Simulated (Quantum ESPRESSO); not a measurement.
# Gap and tunnelling decay at a withheld lattice constant: KBeBr3, cubic perovskite type

**Set-up.** Quantum ESPRESSO 7.5 (pw.x, pwcond.x with ikind = 0), PBE, GBRV ultrasoft, cubic crystals. κ is the slowest decay along [001] at mid-gap among three points across the current.

| a (Å) | gap on the mesh (eV) | κ (1/Å) |
| --- | --- | --- |
| 4.703 | 1.189 | 0.195 |
| 4.853 | 1.117 | 0.175 |
| 5.003 | 0.989 | 0.155 |
| 5.153 | 0.829 | 0.134 |

**Question.** What are gap and κ at a = 5.304 Å?

By hand: A line through the rows at 5.003 and 5.153 Å gives a gap of 0.989 + 2.007 × (0.829 − 0.989) = 0.67 eV and κ = 0.113 1/Å. The two-band model κ = 0.5123 √(m* E_g/4) needs m* = 0.370 at 5.003 Å; with that mass and the new gap, κ = 0.127 1/Å.

**The withheld run.** The gap is 0.657 eV and κ = 0.112 1/Å. The line misses the gap by +0.011 eV and κ by +0.8 %; the two-band estimate misses κ by +13.7 %.

**Limits.** The structure type is imposed. Local and semilocal gaps and decay constants are too small; no spin-orbit coupling. For an indirect gap m* is a fitting number alone.
